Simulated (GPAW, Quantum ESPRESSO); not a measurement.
# S K ELNES/XANES of ZrS (Fm-3m) from DFT, part 2 of 2

Aim: the S K edge of ZrS (Fm-3m) by two routes, a Lanczos recursion (XSpectra) and a sum over empty bands (GPAW), to see which features are robust.

Quantum ESPRESSO 7.5 and GPAW 26.7.0; core-hole supercells, plane-wave PAW LDA.

So far. Step 10 (The field without a hole (GPAW)): The mesh shows no gap, so the system is treated as a metal and the core electron is put at the Fermi level (neutral cell). Step 11 (Spectrum without a core hole, S atom 2 (GPAW)): Main maxima below 24 eV (height): 1.7 eV (1.31), 5.4 eV (1.30), 7.5 eV (1.90), 12.6 eV (0.91) and 18.0 eV (0.91). 

The database entry behind the starting cell differs from later determinations by our own check (an axis about 1.9 % long against later determinations), so it need not match the best structure at ambient conditions.

## (12) Reference energy of the supercell (GPAW)

Total energies of two programs can't be mixed, so the cell and mesh of GPAW's hole run get a reference energy of their own.

The input, scf.py:

```python
import numpy as np
from ase import Atoms
from ase.parallel import parprint, paropen
from gpaw import GPAW, PW, FermiDirac, Mixer, MixerDif, setup_paths
from gpaw.test import gen
setup_paths.insert(0, '.')
gen('S', name='nch1s', xcname='LDA', corehole=(1, 0, 0), write_xml=True)
from gpaw.mpi import world
world.barrier()

atoms = Atoms('Zr6S6',
    cell=[[2.625, 5.25, 2.625],
     [5.25, -2.625, -2.625],
     [2.625, 2.625, -5.25]],
    scaled_positions=[[0, 0, 0],
     [0.5, 0.16666667, 0.16666667],
     [0, 0.33333333, 0.33333333],
     [0.5, 0.5, 0.5],
     [0, 0.66666667, 0.66666667],
     [0.5, 0.83333333, 0.83333333],
     [0.75, 0.25, 0.75],
     [0.25, 0.41666667, 0.91666667],
     [0.75, 0.58333333, 0.08333333],
     [0.25, 0.75, 0.25],
     [0.75, 0.91666667, 0.41666667],
     [0.25, 0.08333333, 0.58333333]],
    pbc=True)
atoms.calc = calc = GPAW(legacy_gpaw=True, mode=PW(500), xc='LDA', setups={6: 'nch1s'},
    kpts={'size': (4, 5, 5), 'gamma': True}, occupations=FermiDirac(0.1),
    charge=0, mixer=Mixer(0.1, 5, 50), maxiter=150,
    convergence={'density': 0.0001}, txt='scf.txt')
energy = atoms.get_potential_energy() + calc.get_reference_energy()
ef = calc.get_fermi_level()
out = dict(energy=energy, fermi=ef, forces=atoms.get_forces().tolist())
parprint(f'all-electron energy {energy:.4f} eV, Fermi level {ef:.4f} eV')
ev = np.array([[calc.get_eigenvalues(k, s) for k in range(len(calc.get_ibz_k_points()))] for s in range(calc.get_number_of_spins())])
out['homo'], out['lumo'], out['counts'] = ev[ev < ef].max(), ev[ev > ef].min(), sorted(set((ev < ef).sum((0, 2)).tolist()))
out['filled'] = (ev[:, 0] < ef).sum(1).tolist()
import json
with paropen('out.json', 'w') as f:
    json.dump(out, f)
```

Launch:

```bash
OMP_NUM_THREADS=1 mpirun -n 4 gpaw python scf.py
```

Wall time 2.5 min (4 MPI ranks of Arm Neoverse V1, shared host); peak memory 0.36 GiB.

Reference energy: -651762.942 eV with the cores included.

## (13) Spectrum with XCH, S atom 2 (GPAW)

The holes are 6.4 Å apart. The excited electron is kept in the cell, where it fills the lowest empty states and screens the hole. After the field has converged, empty bands are computed with the density fixed and the dipole matrix elements are summed.

The input, xas.py:

```python
import numpy as np
from ase import Atoms
from ase.parallel import parprint, paropen
from gpaw import GPAW, PW, FermiDirac, Mixer, MixerDif, setup_paths
from gpaw.test import gen
setup_paths.insert(0, '.')
gen('S', name='fch1s', xcname='LDA', corehole=(1, 0, 1), write_xml=True)
from gpaw.mpi import world
world.barrier()

atoms = Atoms('Zr6S6',
    cell=[[2.625, 5.25, 2.625],
     [5.25, -2.625, -2.625],
     [2.625, 2.625, -5.25]],
    scaled_positions=[[0, 0, 0],
     [0.5, 0.16666667, 0.16666667],
     [0, 0.33333333, 0.33333333],
     [0.5, 0.5, 0.5],
     [0, 0.66666667, 0.66666667],
     [0.5, 0.83333333, 0.83333333],
     [0.75, 0.25, 0.75],
     [0.25, 0.41666667, 0.91666667],
     [0.75, 0.58333333, 0.08333333],
     [0.25, 0.75, 0.25],
     [0.75, 0.91666667, 0.41666667],
     [0.25, 0.08333333, 0.58333333]],
    pbc=True)
atoms.calc = calc = GPAW(legacy_gpaw=True, mode=PW(500), xc='LDA', setups={6: 'fch1s'},
    kpts={'size': (4, 5, 5), 'gamma': True}, occupations=FermiDirac(0.1),
    charge=-1, mixer=Mixer(0.1, 5, 50), maxiter=150,
    convergence={'density': 0.0001}, txt='scf.txt')
energy = atoms.get_potential_energy() + calc.get_reference_energy()
ef = calc.get_fermi_level()
out = dict(energy=energy, fermi=ef, forces=atoms.get_forces().tolist())
parprint(f'all-electron energy {energy:.4f} eV, Fermi level {ef:.4f} eV')
ev = np.array([[calc.get_eigenvalues(k, s) for k in range(len(calc.get_ibz_k_points()))] for s in range(calc.get_number_of_spins())])
out['homo'], out['lumo'], out['counts'] = ev[ev < ef].max(), ev[ev > ef].min(), sorted(set((ev < ef).sum((0, 2)).tolist()))
out['filled'] = (ev[:, 0] < ef).sum(1).tolist()

from ase.units import Ha
from gpaw.xas import dipole_matrix_elements
nb = int(calc.get_number_of_electrons() / 2) + 162
top, nb = nb, nb + 8 + nb // 12
nscf = calc.fixed_density(kpts={'size': (5, 6, 6), 'gamma': True}, nbands=nb,
    convergence={'bands': top, 'eigenstates': 1e-5}, maxiter=60, txt='nscf.txt')
cell = atoms.cell.array
ops = [cell.T @ U.T @ np.linalg.inv(cell.T) for U in nscf.wfs.kd.symmetry.op_scc]
E = np.arange(-6, 34, 0.1)
fwhm = np.interp(E, [4, 25], [0.9, 3.5])
Y, X, zero, highest = 0, 0, 1e9, 1e9
for spin in range(nscf.get_number_of_spins()):
    wfs = nscf.wfs
    A = dipole_matrix_elements(wfs.setups[6])
    eps = np.zeros((wfs.kd.nibzkpts, nb))
    d = np.zeros((3, A.shape[1], wfs.kd.nibzkpts, nb), complex)
    for kpt in wfs.kpt_u:
        if kpt.s == spin and 6 in kpt.P_ani:
            eps[kpt.k] = kpt.eps_n * Ha
            d[:, :, kpt.k] = (kpt.weight * wfs.nspins / 2) ** 0.5 * np.inner(A, kpt.P_ani[6])
    world.sum(eps)
    world.sum(d)
    T = np.einsum('amkn,bmkn->abkn', d, d.conj()).real
    T = sum(np.einsum('ai,ijkn,bj->abkn', R, T, R) for R in ops) / len(ops)
    empty = eps > ef
    zero, highest = min(zero, eps[empty].min()), min(highest, eps[:, top - 1].min())
    lines = [(eps, T, empty)] if spin == 0 else lines + [(eps, T, empty)]
for eps, T, empty in lines:
    f = np.einsum('aakn->akn', T).reshape(3, -1)
    x = eps.ravel() - zero
    w = np.interp(x, E, fwhm) / 2.35482
    g = np.exp(-0.5 * ((E[:, None] - x) / w) ** 2) / (w * (2 * np.pi) ** 0.5)
    Y = Y + (f * empty.ravel()) @ g.T
    X = X + (f * ~empty.ravel()) @ g.T
out.update(E=E.round(2).tolist(), xas=Y.tolist(), xes=X.tolist(), zero=zero, valid=highest - zero, nk=len(eps), nb=nb)
for i in range(0, len(E), 10):
    parprint(f'{E[i]:7.2f}', *(f'{v:10.3e}' for v in Y[:, i]))
import json
with paropen('out.json', 'w') as f:
    json.dump(out, f)
```

Launch:

```bash
OMP_NUM_THREADS=1 mpirun -n 4 gpaw python xas.py
```

Elapsed: 15 min, on 4 MPI ranks; peak memory 0.85 GiB; 59 min of CPU time.

The S K spectrum, S atom 2, excited-electron core hole (neutral cell) (energy from the lowest empty level; intensity scaled to a mean of 1 over the first 20 eV):

| E (eV) | intensity |
| --- | --- |
| -2.00 | 0.00 |
| -1.25 | 0.00 |
| -0.50 | 0.10 |
| 0.25 | 0.78 |
| 1.00 | 1.39 |
| 1.75 | 1.45 |
| 2.50 | 1.02 |
| 3.25 | 1.04 |
| 4.00 | 1.17 |
| 4.75 | 1.58 |
| 5.50 | 1.39 |
| 6.25 | 1.65 |
| 7.00 | 1.83 |
| 7.75 | 1.37 |
| 8.50 | 1.12 |
| 9.25 | 0.82 |
| 10.00 | 0.58 |
| 10.75 | 0.57 |
| 11.50 | 0.72 |
| 12.25 | 0.81 |
| 13.00 | 0.72 |
| 13.75 | 0.60 |
| 14.50 | 0.61 |
| 15.25 | 0.67 |
| 16.00 | 0.76 |
| 16.75 | 0.88 |
| 17.50 | 0.94 |
| 18.25 | 0.89 |
| 19.00 | 0.78 |
| 19.75 | 0.68 |
| 20.50 | 0.64 |
| 21.25 | 0.67 |
| 22.00 | 0.74 |
| 22.75 | 0.79 |
| 23.50 | 0.82 |
| 24.25 | 0.85 |
| 25.00 | 0.93 |
| 25.75 | 1.08 |
| 26.50 | 1.28 |
| 27.25 | 1.45 |
| 28.00 | 1.52 |
| 28.75 | 1.45 |
| 29.50 | 1.29 |
| 30.25 | 1.09 |
| 31.00 | 0.90 |
| 31.75 | 0.76 |

Main maxima below 24 eV (height): 1.4 eV (1.55), 4.9 eV (1.61), 6.8 eV (1.88), 12.3 eV (0.81) and 17.5 eV (0.94). 

The total-energy difference is 2475.25 eV. With the free-atom term of -16.82 eV for this edge, the photon energy is 2458.43 eV.

## (14) The two programs side by side

The line shapes differ (Lorentzian half width 0.4 eV up to 4 eV, rising linearly to 1.75 eV at 25 eV (not a setting of the program: the run's 0.4 eV curve was folded afterwards with a further Lorentzian above 4 eV), against Gaussian full width 0.9 eV up to 4 eV, rising linearly to 3.5 eV at 25 eV), so both get a further Gaussian of 1.5 eV full width before they are compared; the Lorentzian tails remain.

| E (eV) | XSpectra | GPAW |
| --- | --- | --- |
| -2.00 | 0.10 | 0.00 |
| -1.25 | 0.18 | 0.05 |
| -0.50 | 0.38 | 0.27 |
| 0.25 | 0.75 | 0.75 |
| 1.00 | 1.10 | 1.21 |
| 1.75 | 1.22 | 1.30 |
| 2.50 | 1.16 | 1.15 |
| 3.25 | 1.17 | 1.10 |
| 4.00 | 1.29 | 1.24 |
| 4.75 | 1.42 | 1.42 |
| 5.50 | 1.46 | 1.51 |
| 6.25 | 1.51 | 1.62 |
| 7.00 | 1.50 | 1.64 |
| 7.75 | 1.32 | 1.41 |
| 8.50 | 1.11 | 1.11 |
| 9.25 | 0.92 | 0.85 |
| 10.00 | 0.77 | 0.66 |
| 10.75 | 0.73 | 0.62 |
| 11.50 | 0.75 | 0.70 |
| 12.25 | 0.78 | 0.76 |
| 13.00 | 0.75 | 0.71 |
| 13.75 | 0.71 | 0.64 |
| 14.50 | 0.71 | 0.63 |
| 15.25 | 0.74 | 0.68 |
| 16.00 | 0.78 | 0.77 |
| 16.75 | 0.84 | 0.86 |
| 17.50 | 0.86 | 0.90 |
| 18.25 | 0.85 | 0.87 |
| 19.00 | 0.80 | 0.78 |
| 19.75 | 0.76 | 0.70 |
| 20.50 | 0.74 | 0.67 |
| 21.25 | 0.76 | 0.68 |
| 22.00 | 0.79 | 0.73 |
| 22.75 | 0.83 | 0.78 |
| 23.50 | 0.87 | 0.82 |
| 24.25 | 0.90 | 0.87 |
| 25.00 | 0.96 | 0.95 |
| 25.75 | 1.04 | 1.10 |
| 26.50 | 1.13 | 1.27 |
| 27.25 | 1.18 | 1.42 |
| 28.00 | 1.17 | 1.47 |
| 28.75 | 1.11 | 1.42 |
| 29.50 | 1.03 | 1.28 |
| 30.25 | 0.95 | 1.09 |
| 31.00 | 0.86 | 0.93 |
| 31.75 | 0.79 | 0.82 |

|  | XSpectra | GPAW |
| --- | --- | --- |
| k mesh of the spectrum | 5×6×6 | 5×6×6 |
| cutoff (eV) | 626 | 500 |
| highest intensity below 16 eV after the common broadening, eV (height) | 6.6 (1.52) | 6.7 (1.67) |
| zero, corrected photon energy (eV) | 2458.9 | 2458.4 |
| core time, hole field and spectrum | 47 min | 59 min |

## (15) With and without the hole

XSpectra's curves. Both curves are counted from their own zero, so only the shift of weight within the empty states shows.

| E (eV) | no hole | XCH |
| --- | --- | --- |
| -2.0 | 0.06 | 0.07 |
| -1.0 | 0.11 | 0.14 |
| 0.0 | 0.44 | 0.57 |
| 1.0 | 0.84 | 1.18 |
| 2.0 | 1.11 | 1.20 |
| 3.0 | 1.02 | 1.06 |
| 4.0 | 0.94 | 1.16 |
| 5.0 | 1.15 | 1.54 |
| 6.0 | 1.15 | 1.39 |
| 7.0 | 1.58 | 1.76 |
| 8.0 | 1.67 | 1.27 |
| 9.0 | 1.61 | 1.00 |
| 10.0 | 0.98 | 0.64 |
| 11.0 | 0.68 | 0.66 |
| 12.0 | 0.80 | 0.85 |
| 13.0 | 1.04 | 0.72 |
| 14.0 | 0.68 | 0.59 |
| 15.0 | 0.71 | 0.71 |
| 16.0 | 0.68 | 0.73 |
| 17.0 | 0.79 | 1.04 |
| 18.0 | 1.08 | 1.01 |
| 19.0 | 0.90 | 0.83 |
| 20.0 | 0.66 | 0.64 |
| 21.0 | 0.64 | 0.64 |
| 22.0 | 0.64 | 0.81 |
| 23.0 | 0.84 | 0.91 |
| 24.0 | 0.83 | 0.96 |
| 25.0 | 0.70 | 0.83 |
| 26.0 | 0.77 | 1.21 |
| 27.0 | 1.31 | 1.79 |
| 28.0 | 1.47 | 1.57 |
| 29.0 | 1.42 | 1.24 |
| 30.0 | 1.41 | 1.14 |
| 31.0 | 1.12 | 0.82 |
| 32.0 | 0.85 | 0.65 |

With each curve scaled to its own mean, the area from −2 to 6 eV with the hole is 7.5 against 6.3, and the centre of weight from −1 to 20 eV moves by -0.4 eV: the hole pulls the absorber's empty states down.

## (16) Outcome

- absorber and edge: S K, atom 2 of the ground-state input (counted from 1)
- surroundings: 6 Zr at 2.62 Å (octahedral, site symmetry m-3m)
- highest intensity below 16 eV (XSpectra, narrow line): 6.8 eV above the zero, height 1.83
- photon energy of the zero, with the added terms: 2458.9 eV (raw 2475.7 eV; LDA puts this hole about 9 eV below PBE, itself good to a few eV)

In words: The two programs agree closely: 8 % r.m.s. remains over the first 14 eV after a relative shift of 0.0 eV, and their photon-energy zeros differ by 0.5 eV. In XSpectra the S K edge of atom 2, with 6 Zr at 2.62 Å (octahedral, site symmetry m-3m), has its highest intensity of the first 16 eV at 6.8 eV above the zero, near 2466 eV in photon energy (LDA puts this hole about 9 eV below PBE, itself good to a few eV), 1.8 times the mean level of the first 20 eV (Lorentzian half width 0.4 eV). In XSpectra: With each curve scaled to its own mean, the area from −2 to 6 eV with the hole is 7.5 against 6.3, and the centre of weight from −1 to 20 eV moves by -0.4 eV: the hole pulls the absorber's empty states down. In GPAW: With each curve scaled to its own mean, the area from −2 to 6 eV with the hole is 7.6 against 6.4, and the centre of weight from −1 to 20 eV moves by -0.4 eV: the hole pulls the absorber's empty states down. 3 further runs of this session are left out of this account as redundant. The unit cell's mesh shows no gap over 0.35 eV. That is right for a metallic compound; for a small-gap or correlated insulator it would be the fault of the functional or of the assumed magnetic order, and the hole would be screened too well. The holes are only 6.4 Å apart, so the shape is probably not converged with cell size; no larger cell was run here. Lifetime broadening is put in by hand, and intensities beyond about 20 eV depend on it and on the partial waves. The structure is a published determination, not relaxed.

[Logs are printed without paths, hosts, clocks, repeated set-up lines and the standing remarks that a program may print on its own settings, such as how far it seeks lower states.]

[Hosts, paths, dates, database ids (printed as entryN), source tags and the programs' standing remarks are cut or masked in the printed files.]

[Lists of maxima count a maximum above −3 eV only where it reaches 4 % of the highest in the window and stands out from its surroundings by 2 % of it (1.5 % where it reaches 55 %); shoulders and weaker maxima are passed over, and of the rest the first, up to two pre-edge ones and the few strongest are named.]
